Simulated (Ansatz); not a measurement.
# BN (F-43m): zone-centre modes under pressure, part 3 of 3

Aim: how do the optical modes of BN (F-43m) move with volume?

Ansatz 0.2.0; DFT PBE, scalar-relativistic, plane waves, PAW; PAW set soft_1.

So far, mean static dielectric tensor (ions relaxed, fixed cell): step 4 (modes at rest) 6.98; step 6 (volume ratio 1.06) 7.33.

**8. Zone-centre modes of the member: 0.9 times the volume at rest**

The zone-centre modes follow for 0.9 times the volume at rest, with the response to a field.

input.yaml

```yaml
crystal:
  lattice:
    - [0.0, 1.7495081177, 1.7495081177]
    - [1.7495081177, 0.0, 1.7495081177]
    - [1.7495081177, 1.7495081177, 0.0]
  atoms:
    - { symbol: B, position: [0.0, 0.0, 0.0] }
    - { symbol: "N", position: [0.25, 0.25, 0.25] }
kpoints:
  mp_grid: { grid: [12, 12, 12] }
hamiltonian:
  xc: pbe
  pseudopotentials: { kind: paw, azcp: { folder: soft_1 } }
scf:
  occupations: { method: fixed }
output:
  eigenvalues: true
phonons:
  method: dfpt
  dielectric: true
  rigid_motions: translations
```

Command:

```console
> ansatz run input.yaml --threads 4 --pin off --max-ram 10240MiB --backend cpu --events-out ev --progress --plain --runs-dir out
```

Numbers of over 12 decimals in the logs are rounded to 6 here.

Log:

```text
[...]
Crystal: 2 atoms, lattice volume = 10.710 Å³
Basis set: ecut = 420 eV, 181 PW (Γ), exchange–correlation on 36×36×36 points (8 copies of the dense FFT grid, shifted against one another)
Bands: 8, of which v1, the nominal top of the filled ones, is band 4 counted from 1 (3 counted from 0)
Symmetry: 24 space group operations
k-points: 280 of 1728 (irreducible under 4 space group operations, time reversal used)
[...]
optical modes at Γ + LO–TO along q̂ = [1.0000, 0.0000, 0.0000]:
      ω (cm⁻¹)  modes    IR ((D/Å)²/amu)
[...]
optical modes at Γ + LO–TO along q̂ = [0.0000, 1.0000, 0.0000]:
      ω (cm⁻¹)  modes    IR ((D/Å)²/amu)
       1165.60      2            26.2687
       1391.85      1            13.1344
  optical modes at Γ + LO–TO along q̂ = [0.0000, 0.0000, 1.0000]:
      ω (cm⁻¹)  modes    IR ((D/Å)²/amu)
       1165.60      2            26.2687
       1391.85      1            13.1344
[key lines of the parts left out:]
SCF converged after 8 iterations
Free energy (F): -542.117992 eV
Fermi energy:    12.810174 eV
```

Elapsed: 2.7 s, on 4 threads of Arm Neoverse V2, shared host; peak memory 0.35 GiB.

Numbers from this step:

- sum-rule residual before enforcement: 4.45e-5 eV/Å²
- miss of the charge sum rule: 4.29e-6 e
- highest optical mode at the zone centre (no LO-TO term): 1166 cm⁻¹
- lowest optical zone-centre mode: 1166 cm⁻¹
- mean high-frequency dielectric constant: 4.521
- largest Born charge (third of the trace): 1.864 e
- mean static dielectric constant: 6.446
- top of the zone-centre spectrum with the field: 1392 cm⁻¹

Without the LO-TO term. Patterns of degenerate modes are one choice out of their space. The modes at Γ (shares of kinetic energy by element, %):

```csv
mode,frequency (cm⁻¹),symmetry,B %,N %
1,0.0,acoustic,44,56
2,0.0,acoustic,44,56
3,0.0,acoustic,44,56
4,1165.6,T2,56,44
5,1165.6,T2,56,44
6,1165.6,T2,56,44
```

Transverse modes. Lines of the infrared spectrum (strongest = 100):

```csv
position (cm⁻¹),label,relative intensity
1166,T2,100
```

The optical mode without the LO-TO term lies at 1165.6 cm⁻¹.

Between step 4 and this run (volume ratio 0.9) the value for the mean static dielectric tensor (ions relaxed, fixed cell) moves from 6.98 to 6.45 (-8 %).

**9. All members side by side**

The members are set side by side, also those not shown above.

Each row is one cell with its response, relaxed at fixed volume as far as symmetry leaves anything free; energies are extrapolated to zero smearing, and E0 is that at rest; shape and atoms are relaxed in each cell where symmetry leaves them free. State of the crystal along the series:

```
volume ratio  V (Å³/atom)  pressure (GPa)  E - E0 (meV/atom)  gap on mesh (eV)     ε∞     ε0  largest Born charge in size, a third of the trace (e)  top mode with the field, highest of q along x, y and z (cm⁻¹)
         0.9        5.355            47.4              81.04             4.566  4.521  6.446                                                  1.864                                                           1392
        0.92        5.474           36.03              50.13             4.544  4.538  6.545                                                  1.874                                                           1364
        0.94        5.593           25.71              27.22             4.523  4.556  6.649                                                  1.885                                                           1336
        0.96        5.712           16.32               11.7             4.501  4.575  6.755                                                  1.895                                                           1310
        0.98        5.831           7.769              2.831              4.48  4.594  6.864                                                  1.904                                                           1285
        0.99         5.89           3.793             0.6391             4.469  4.605   6.92                                                  1.909                                                           1273
           1         5.95       -0.008917                  0             4.458  4.615  6.976                                                  1.914                                                           1261
        1.02        6.069          -7.081              2.627             4.436  4.637  7.092                                                  1.923                                                           1237
        1.04        6.188          -13.53              10.31             4.414  4.659  7.211                                                  1.932                                                           1215
        1.06        6.307           -19.4              22.59             4.392  4.682  7.333                                                  1.941                                                           1193
```

Without the LO-TO term; each mode is tracked from rest by its pattern, and modes that stay within 0.3 cm⁻¹ of each other stand once; shape and atoms are relaxed in each cell where symmetry leaves them free. Optical modes along the series:

```csv
V (Å³/atom),mode 4 T2 (cm⁻¹)
5.355,1166
5.474,1135
5.593,1106
5.712,1078
5.831,1051
5.89,1038
5.95,1025
6.069,1000
6.188,976.4
6.307,953.3
```

From cubic fits (parabolas where under five rows exist) of ln ω and P against ln V through the rows within about 4 % of rest: γ = −d ln ω / d ln V and dω/dP = γ ω / B. Slopes at rest:

```
             mode  fitted frequency at rest (cm⁻¹)  Grüneisen parameter γ  dω/dP (cm⁻¹/GPa)
        mode 4 T2                             1025                   1.24              3.43
longitudinal mode                             1261                   0.94              3.21
```

**10. Summary of results**

```
members                                                          : 10
highest optical mode at the zone centre (no LO-TO term), at rest : 1025 cm⁻¹
bulk modulus at rest                                             : 371 GPa
mode 4 T2, γ                                                     : 1.24
longitudinal mode, γ                                             : 0.94
```

In words: The series spans -19.4 to 47.4 GPa, and the slope at rest gives a bulk modulus of 371 GPa. The transverse optical mode has γ = 1.24 and moves by 3.4 cm⁻¹ for each GPa, the longitudinal one has γ = 0.94 and moves by 3.2. ε∞ is 4.62 at rest, with d ln ε∞ / d ln V = 0.23. One k mesh and one cutoff serve the ground states and modes of all volumes; the field response picks its own mesh. These are harmonic frequencies at zero temperature: anharmonic shifts, linewidths and thermal expansion are left out. Only the zone centre was solved, so an instability at another wavevector cannot show here.

[Logs are printed without paths, hosts, clocks, repeated set-up lines and the standing remarks that a program may print on its own settings, such as how far it seeks lower states.]

[Hosts, paths, dates, database ids (printed as entryN), source tags and the programs' standing remarks are cut or masked in the printed files.]
